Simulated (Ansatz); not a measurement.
**SiO2 (P6_322): bands and screening cutoff converge together**

Can the band sum of G0W0 be converged at a fixed screening cutoff? A test on SiO2 (P6_322).

Method: G0W0 on LDA, plane waves, PAW; PAW set soft_1, in Ansatz 0.2.0.

## 1. The structure

It takes space group P6_322 (No. 182, hexagonal). The conventional cell has a = 5.069 Å, b = 5.069 Å, c = 8.558 Å, α = 90.00°, β = 90.00°, γ = 120.00°. Si has 4 O at 1.60 to 1.61 Å nearest. Nearest to O lie 2 Si at 1.61 Å. Nearest to O lie 2 Si at 1.60 Å. Farther neighbours and most contacts between anions are not listed.

The cell and positions are those that the Materials Project relaxed with its own functionals (PBE, PBE+U or r2SCAN), kept fixed.

## 2. 152 empty bands, screening to 50 eV

G0W0 replaces the xc potential by the self-energy, built once from these orbitals. Only a window of levels is corrected, while the sums run over the empty bands that the input names. This step takes PAW set soft_1 files.

input.yaml reads:

```yaml
crystal:
  lattice:
    - [5.0690738885, 0.0, 0.0]
    - [-2.5345369442, 4.3899467611, 0.0]
    - [0.0, 0.0, 8.55848854]
  atoms:
    - { symbol: Si, position: [0.66666667, 0.33333333, 0.9371258] }
    - { symbol: Si, position: [0.66666667, 0.33333333, 0.5628742] }
    - { symbol: Si, position: [0.33333333, 0.66666667, 0.0628742] }
    - { symbol: Si, position: [0.33333333, 0.66666667, 0.4371258] }
    - { symbol: O, position: [0.0, 0.42125874, 0.0] }
    - { symbol: O, position: [0.42125874, 0.42125874, 0.5] }
    - { symbol: O, position: [0.57874126, 0.0, 0.5] }
    - { symbol: O, position: [0.57874126, 0.57874126, 0.0] }
    - { symbol: O, position: [0.0, 0.57874126, 0.5] }
    - { symbol: O, position: [0.66666667, 0.33333333, 0.75] }
    - { symbol: O, position: [0.33333333, 0.66666667, 0.25] }
    - { symbol: O, position: [0.42125874, 0.0, 0.0] }
kpoints:
  mp_grid: { grid: [6, 6, 2] }
hamiltonian:
  xc: lda
  pseudopotentials: { kind: paw, azcp: { folder: soft_1 }, xc_functional: pbe }
scf:
  occupations: { method: fixed }
gw:
  n_empty_bands: 152
  ecut_chi: 50
  qp_bands: [v4, c4]
  qp_kpoints: band_edges
  screening: { model: contour_deformation }
```

Started as:

```console
$ ansatz run input.yaml --threads 2 --pin off --max-ram 92160MiB --backend cuda --events-out ev --progress --plain --runs-dir out --devices 1 --max-vram 13GiB
```

Numbers of over 12 decimals in the logs are rounded to 6 here.

The log of the run:

```text
GPUs: using 1 of 1 available (devices: 1).
Engine: ansatz 0.2.0, x86_64-unknown-linux-gnu
Pseudopotentials: kind: paw
Pseudopotential: Si, paw, valence charge 4, recommended cutoff 420 eV (normal), soft_1/Si.paw.azcp
Pseudopotential: O, paw, valence charge 6, recommended cutoff 420 eV (normal), soft_1/O.paw.azcp
Functional definition: SPW92
  exchange = slater_x
  correlation = pw_c
device memory: the entry about to start is reckoned to put 2.0 GiB on a device that reports 31.4 GiB free (of which the cap on the GPU budget leaves the run 13.0 GiB)
GPU FFT provider: cuFFT
GPU libraries: cuBLAS 13.8.2, cuFFT 12.4.0, cuSOLVER 12.3.4
Crystal: 12 atoms, lattice volume = 190.452 Å³
Basis set: ecut = 420 eV, 3755 PW (Γ)
Bands: 44, of which v1, the nominal top of the filled ones, is band 32 counted from 1 (31 counted from 0)
Symmetry: 12 space group operations
Space group: P6322 (ITA 182), of the structure as read, at distance tolerance 5.8e-5 Å
k-points: 14 of 72
Non-local potential: Si, projectors of the file, l = 0: 2, l = 1: 2, l = 2: 1
Non-local potential: O, projectors of the file, l = 0: 2, l = 1: 2, l = 2: 1
PAW form: soft (Blöchl's): semilocal exchange-correlation on the pseudo side does not see the compensation charge
PAW frozen core: Si, regenerated for the run's functional, and the local potential with it (the file was generated under x = pbe(κ = 0.804, μ = 0.219515), c = pbe(β = 0.066725))
PAW frozen core: O, regenerated for the run's functional, and the local potential with it (the file was generated under x = pbe(κ = 0.804, μ = 0.219515), c = pbe(β = 0.066725))
PAW one-centre angular grid: Si, 110 points (default); XC on 64 Gauss nodes
PAW one-centre angular grid: O, 110 points (default); XC on 64 Gauss nodes
Initial density: superposition of atomic densities (chi_scale 0.1, normalization cell, long waves kept (reshape's long-wave potential 0.01 eV rms))
Initial wavefunctions: pseudopotential atomic-orbital guess
GPU buffer pool allocated for 77760 grid points (all kernels)
GPU transforms: local potential and band sums: pruned to the plane-wave sphere, on 36×36×60
Functional: x = slater, c = lda
SCF iter   1: F=—  HF=-6897.588210 eV  |F-HF|=—  |Δ(HF+E_count)|=         —  Δρ=1.15e-1  dr2=2.28e1  ethr=3.10e-3  ⟨swp⟩=4.9  Hψ=2472  notcnv=0  defer=121
preconditioner: auto → Resta (q_TF=auto, 2.275 Å⁻¹)  ε∞=2.5  [insulator: Δε(μ)=7.275 eV  Ē_g=17.842 eV  n_scr=36 (ndim 8)  ℏωp=21.5 eV  f_vac=0.184  ε∞_Penn≈2.5]
SCF iter   2: F=—  HF=-6891.077030 eV  |F-HF|=—  |Δ(HF+E_count)|=    6.51e0  Δρ=4.00e-2  dr2=1.23e0  ethr=3.10e-3  ⟨swp⟩=3.9  Hψ=1673  notcnv=0  defer=126
SCF iter   3: F=—  HF=-6890.795155 eV  |F-HF|=—  |Δ(HF+E_count)|=   2.82e-1  Δρ=1.80e-2  dr2=3.79e-1  ethr=1.91e-3  ⟨swp⟩=2.8  Hψ=830  notcnv=0  defer=136
SCF iter   4: F=—  HF=-6890.707145 eV  |F-HF|=—  |Δ(HF+E_count)|=   8.80e-2  Δρ=1.42e-3  dr2=4.35e-3  ethr=5.93e-4  ⟨swp⟩=3.1  Hψ=1031  notcnv=0  defer=140
SCF iter   5: F=—  HF=-6890.711148 eV  |F-HF|=—  |Δ(HF+E_count)|=   4.00e-3  Δρ=3.77e-4  dr2=2.69e-4  ethr=6.80e-6  ⟨swp⟩=2.9  Hψ=1010  notcnv=0  defer=140
SCF iter   6: F=—  HF=-6890.711330 eV  |F-HF|=—  |Δ(HF+E_count)|=   1.82e-4  Δρ=1.52e-4  dr2=3.58e-5  ethr=4.21e-7  ⟨swp⟩=2.0  Hψ=955  notcnv=0  defer=140
SCF iter   7: F=—  HF=-6890.711345 eV  |F-HF|=—  |Δ(HF+E_count)|=   1.56e-5  Δρ=1.19e-4  dr2=1.87e-5  ethr=5.59e-8  ⟨swp⟩=2.0  Hψ=997  notcnv=0  defer=138
SCF iter   8: F=—  HF=-6890.711344 eV  |F-HF|=—  |Δ(HF+E_count)|=   8.83e-7  Δρ=3.92e-5  dr2=2.14e-6  ethr=2.92e-8  ⟨swp⟩=2.0  Hψ=845  notcnv=0  defer=139
SCF iter   9: F=-6890.711345 eV  HF=-6890.711345 eV  |F-HF|=2.07e-8  |Δ(HF+E_count)|=   2.27e-7  Δρ=7.71e-6  dr2=7.75e-8  ethr=1.56e-10  ⟨swp⟩=13.6  Hψ=3825  notcnv=0
SCF 1 converged in 9 iterations: F = -6890.711345 eV  dr2 = 7.75e-8
[...]
device memory: the entry about to start is reckoned to put 2.5 GiB (of the 2.5 GiB reckoned in all, the device holds 0.1 GiB already) on a device that reports 30.9 GiB free (of which the cap on the GPU budget leaves the run 13.0 GiB)
NSCF: frozen V_eff on 14 k-points
[...]
device memory: the entry about to start is reckoned to put 3.1 GiB on a device that reports 30.7 GiB free (of which the cap on the GPU budget leaves the run 13.0 GiB)
NSCF: frozen V_eff on 14 k-points
G₀W₀ screening: q 1/14
[... further progress lines ...]
SCF converged after 9 iterations
Free energy (F): -6890.711345 eV
Harris-Foulkes:  -6890.711345 eV  (|F-HF|=2.07e-8)
Internal energy: -6890.711345 eV  (E = F + TS)
E sigma→0 (E₀):  -6890.711345 eV
Fermi energy:    0.248345 eV
--- Per-component energies (eV) ---
  E_band       = -426.595248
  E_kinetic    = 1547.051635
  E_local      = -4951.797787  (includes V_loc(G=0)·N_el)
  E_nonlocal   = 529.131622
  E_hartree    = 1873.212486
  E_xc         = -789.203336
  E_vxc        = -919.349732  (∫ρ·V_xc dr)
  E_paw        = -3165.682092  (= ΣΔE_a)
  E_vpaw       = -378.060421  (= ΣTr[D̂ρ^β])
  E_aug_tail   = 0.006858  (compensation charges beyond the density's cutoff)
  E_ewald      = -1934.543426
  E_core_change = 1.112695  (= ΣΔE_core)
  E_smearing   = -0.000000  (= −TS)
  E_closure    = 0.000000  (closes the sum)
  Σ components = -6890.711345   (vs F -6890.711345, Δ=0.00e0)
--- Band table (eV; the first three rows and the last of 14) ---
  k-point 0: bands = [... 28 lower, -0.4299, -0.3819, 0.2314, 0.2314, 5.6608, 7.9413, 8.3151, 8.9010, ... 8 higher]
  k-point 1: bands = [... 28 lower, -0.3616, -0.3616, 0.0666, 0.0666, 6.4454, 6.4454, 9.2834, 9.2834, ... 8 higher]
  k-point 2: bands = [... 28 lower, -0.4262, -0.3228, 0.0914, 0.2220, 6.0164, 8.2992, 8.4367, 8.9804, ... 8 higher]
  k-point 13: bands = [... 28 lower, -0.4403, -0.4403, -0.2932, -0.2932, 8.7051, 8.7051, 8.8904, 8.8904, ... 8 higher]
--- G₀W₀: contour deformation, 5 samples at zero and on the imaginary axis and 2 off it, 72 q-points, 152 empty bands' worth ---
  eigenvalues of the whole cell's RPA ε∞ on this k-mesh (on a slab, of 1 + 4πα/V) = 2.1057, 2.1057, 2.1214; static W/v taken at q = 0 is 0.473020
  bands read: the sum over 184 bands ends inside a degenerate multiplet in 1 slot, whose members it reads at an even weight; the widest, k=12: bands 184 to 185 (counted from 1) at 1/2 each
  gw.qp_kpoints: band_edges: 14 of 14 stored k-points solved, in 1 pass; an edge of the gap read off the rows below is read off those points alone
    ik  band        ε_KS         Σx   Σc(E_QP)       V_xc       Z   E_QP_lin       E_QP  E_QP is
     0    29     -0.4299   -26.2481     4.3450   -20.3700  0.8158    -1.9843    -1.9630  root
     0    30     -0.3819   -26.3217     4.3544   -20.4469  0.8159    -1.9233    -1.9024  root
     0    31      0.2314   -26.8413     4.3349   -21.0998  0.8179    -1.1920    -1.1751  root
     0    32      0.2314   -26.8413     4.3349   -21.0998  0.8179    -1.1920    -1.1751  root
     0    33      5.6608    -5.6090    -2.8960    -9.9533  0.8843     7.1204     7.1091  root
     0    34      7.9413    -7.9877    -3.4506   -13.5140  0.8665    10.0457    10.0170  root
     0    35      8.3151    -4.6300    -2.5734    -8.7073  0.8816     9.8330     9.8191  root
     0    36      8.9010    -6.1533    -3.5499   -11.9806  0.8682    11.2133    11.1783  root
     1    29     -0.3616   -26.2948     4.3544   -20.4497  0.8156    -1.8724    -1.8522  root
     1    30     -0.3616   -26.2948     4.3544   -20.4497  0.8156    -1.8724    -1.8522  root
     1    31      0.0666   -26.6086     4.3171   -20.8646  0.8175    -1.3780    -1.3603  root
     1    32      0.0666   -26.6086     4.3171   -20.8646  0.8175    -1.3780    -1.3603  root
     1    33      6.4454    -5.9769    -2.8844   -10.4218  0.8806     8.0197     8.0059  root
     1    34      6.4454    -5.9769    -2.8844   -10.4218  0.8806     8.0197     8.0059  root
[...]
13    32     -0.2932   -26.3011     4.3635   -20.4434  0.8156    -1.8076    -1.7873  root
    13    33      8.7051    -8.7305    -3.5991   -14.6969  0.8597    11.1125    11.0724  root
    13    34      8.7051    -8.7305    -3.5991   -14.6969  0.8597    11.1125    11.0724  root
    13    35      8.8904    -4.1503    -2.6398    -8.2987  0.8822    10.4132    10.3990  root
    13    36      8.8904    -4.1503    -2.6398    -8.2987  0.8822    10.4132    10.3990  root
```

It took 31 s on 1 × NVIDIA H100 80GB HBM3 (shared by 6 runs) with 2 threads of AMD EPYC 7R13 (Zen 3), shared host; peak memory 1.3 GiB; 44 s of CPU time.

Reading the cycles: dr2 is the Hartree energy of the density residual (eV), the measure of convergence; HF is the Harris–Foulkes estimate of the energy, which meets the free energy F at convergence.

Numbers from this step:

```
bands summed                                 : 184
RPA ε∞ on this mesh (eigenvalues)            : 2.106, 2.106, 2.121
plane waves in the screening matrix          : 147
q-points in the mesh                         : 72
G0W0 gap on the mesh                         : 8.262 eV
k of the valence top                         : 0, -0.5, 0
k of the conduction bottom                   : 0, 0, 0
starting gap on the mesh                     : 5.412 eV
Z at the valence top                         : 0.8180
Z at the conduction bottom                   : 0.8843
least direct G0W0 gap on the computed points : 8.284 eV
```

The gap on the mesh goes from 5.41 eV to 8.26 eV, a correction of +2.85 eV. Between the two edge states, bare exchange in place of the xc potential would open the gap by 10.08 eV, and correlation takes back 7.24 eV.

## 3. 794 empty bands, screening to 50 eV

Changes to input.yaml since step 2:

```diff
@@ -26,3 +26,3 @@
 gw:
-  n_empty_bands: 152
+  n_empty_bands: 794
   ecut_chi: 50
```

The log of the run:

```text
GPUs: using 1 of 1 available (devices: 1).
[...]
GPU FFT provider: cuFFT
GPU libraries: cuBLAS 13.8.2, cuFFT 12.4.0, cuSOLVER 12.3.4
Crystal: 12 atoms, lattice volume = 190.452 Å³
Basis set: ecut = 420 eV, 3755 PW (Γ)
Bands: 44, of which v1, the nominal top of the filled ones, is band 32 counted from 1 (31 counted from 0)
Symmetry: 12 space group operations
[...]
k-points: 14 of 72
[...]
0    36      8.9010    -6.1533    -3.8283   -11.9806  0.8670    10.9261    10.8999  root
[...]
13    33      8.7051    -8.7305    -3.8826   -14.6969  0.8587    10.8191    10.7888  root
    13    34      8.7051    -8.7305    -3.8826   -14.6969  0.8587    10.8191    10.7888  root
    13    35      8.8904    -4.1503    -2.8212    -8.2987  0.8814    10.2284    10.2175  root
    13    36      8.8904    -4.1503    -2.8212    -8.2987  0.8814    10.2284    10.2175  root
[key lines of the parts left out:]
SCF converged after 9 iterations
Free energy (F): -6890.711345 eV
Fermi energy:    0.248345 eV
```

It took 2.1 min on 1 × NVIDIA H100 80GB HBM3 (shared by 6 runs) with 2 threads; peak memory 2.3 GiB.

Numbers from this step:

| Property | Result |
| --- | --- |
| bands summed | 826 |
| RPA ε∞ on this mesh (eigenvalues) | 2.109, 2.109, 2.124 |
| plane waves in the screening matrix | 147 |
| G0W0 gap on the mesh | 8.258 eV |
| k of the valence top | 0, -0.5, 0 |
| k of the conduction bottom | 0, 0, 0 |
| starting gap on the mesh | 5.412 eV |
| least direct G0W0 gap on the computed points | 8.279 eV |

Against the run with 6×6×2 mesh, 152 empty bands, screening to 50 eV, PAW set soft_1 files, the gap moves by −0.004 eV.

## 4. 432 empty bands, screening to 100 eV

Bands and screening cutoff are moved together, since each hides the error of the other.

Changes to input.yaml since step 3:

```diff
@@ -26,4 +26,4 @@
 gw:
-  n_empty_bands: 794
-  ecut_chi: 50
+  n_empty_bands: 432
+  ecut_chi: 100
   qp_bands: [v4, c4]
```

The log of the run:

```text
GPUs: using 1 of 1 available (devices: 1).
[...]
GPU FFT provider: cuFFT
GPU libraries: cuBLAS 13.8.2, cuFFT 12.4.0, cuSOLVER 12.3.4
Crystal: 12 atoms, lattice volume = 190.452 Å³
Basis set: ecut = 420 eV, 3755 PW (Γ)
Bands: 44, of which v1, the nominal top of the filled ones, is band 32 counted from 1 (31 counted from 0)
Symmetry: 12 space group operations
[...]
k-points: 14 of 72
[...]
0    36      8.9010    -6.1533    -3.8120   -11.9806  0.8644    10.9429    10.9162  root
[...]
13    33      8.7051    -8.7305    -3.8112   -14.6969  0.8540    10.8923    10.8603  root
    13    34      8.7051    -8.7305    -3.8112   -14.6969  0.8540    10.8923    10.8603  root
    13    35      8.8904    -4.1503    -2.7515    -8.2987  0.8794    10.2991    10.2872  root
    13    36      8.8904    -4.1503    -2.7515    -8.2987  0.8794    10.2991    10.2872  root
[key lines of the parts left out:]
SCF converged after 9 iterations
Free energy (F): -6890.711345 eV
Fermi energy:    0.248345 eV
```

Run time: 60 s. Hardware: 1 × NVIDIA H100 80GB HBM3 (shared by 6 runs) with 2 threads; peak memory 2 GiB; 86 s of CPU time.

The G0W0 gap on the mesh is 8.377 eV.

## 5. 2247 empty bands, screening to 100 eV

Changes to input.yaml since step 4:

```diff
@@ -26,3 +26,3 @@
 gw:
-  n_empty_bands: 432
+  n_empty_bands: 2247
   ecut_chi: 100
```

The log of the run:

```text
GPUs: using 1 of 1 available (devices: 1).
[...]
GPU FFT provider: cuFFT
GPU libraries: cuBLAS 13.8.2, cuFFT 12.4.0, cuSOLVER 12.3.4
Crystal: 12 atoms, lattice volume = 190.452 Å³
Basis set: ecut = 420 eV, 3755 PW (Γ)
Bands: 44, of which v1, the nominal top of the filled ones, is band 32 counted from 1 (31 counted from 0)
Symmetry: 12 space group operations
[...]
k-points: 14 of 72
[...]
0    36      8.9010    -6.1533    -3.9295   -11.9806  0.8641    10.8222    10.7988  root
[...]
13    33      8.7051    -8.7305    -3.9521   -14.6969  0.8536    10.7470    10.7194  root
    13    34      8.7051    -8.7305    -3.9521   -14.6969  0.8536    10.7470    10.7194  root
    13    35      8.8904    -4.1503    -2.8291    -8.2987  0.8792    10.2202    10.2096  root
    13    36      8.8904    -4.1503    -2.8291    -8.2987  0.8792    10.2202    10.2096  root
[key lines of the parts left out:]
SCF converged after 9 iterations
Free energy (F): -6890.711345 eV
Fermi energy:    0.248345 eV
```

It took 10 min on 1 × NVIDIA H100 80GB HBM3 (shared by 6 runs) with 2 threads; peak memory 6.7 GiB; 19 min of CPU time.

The G0W0 gap on the mesh is 8.435 eV.

## 6. 152 empty bands, screening to 150 eV

Changes to input.yaml since step 5:

```diff
@@ -26,4 +26,4 @@
 gw:
-  n_empty_bands: 2247
-  ecut_chi: 100
+  n_empty_bands: 152
+  ecut_chi: 150
   qp_bands: [v4, c4]
```

The log of the run:

```text
GPUs: using 1 of 1 available (devices: 1).
[...]
GPU FFT provider: cuFFT
GPU libraries: cuBLAS 13.8.2, cuFFT 12.4.0, cuSOLVER 12.3.4
Crystal: 12 atoms, lattice volume = 190.452 Å³
Basis set: ecut = 420 eV, 3755 PW (Γ)
Bands: 44, of which v1, the nominal top of the filled ones, is band 32 counted from 1 (31 counted from 0)
Symmetry: 12 space group operations
[...]
k-points: 14 of 72
[...]
0    36      8.9010    -6.1533    -3.4961   -11.9806  0.8663    11.2683    11.2321  root
[...]
13    33      8.7051    -8.7305    -3.4798   -14.6969  0.8542    11.2350    11.1916  root
    13    34      8.7051    -8.7305    -3.4798   -14.6969  0.8542    11.2350    11.1916  root
    13    35      8.8904    -4.1503    -2.5790    -8.2987  0.8799    10.4747    10.4597  root
    13    36      8.8904    -4.1503    -2.5790    -8.2987  0.8799    10.4747    10.4597  root
[key lines of the parts left out:]
SCF converged after 9 iterations
Free energy (F): -6890.711345 eV
Fermi energy:    0.248345 eV
```

Elapsed: 37 s, on 1 × NVIDIA H100 80GB HBM3 (shared by 6 runs) with 2 threads; peak memory 2.5 GiB.

The G0W0 gap on the mesh is 8.263 eV.

(Continued in part 2 of 2.)

[Paths, hosts, dates, memory and timing lines, banners, echoed tables and standing remarks are left out of the program output.]

[Logs are printed without paths, hosts, clocks, repeated set-up lines and the standing remarks that a program may print on its own settings, such as how far it seeks lower states.]

[Runs of the session that timed out or met a known fault of the program may be left out.]

[Cells called generated may have been cut or substituted from an entry of the Crystallography Open Database or the Materials Project.]

[Hosts, paths, dates, database ids (printed as entryN), source tags and the programs' standing remarks are cut or masked in the printed files.]
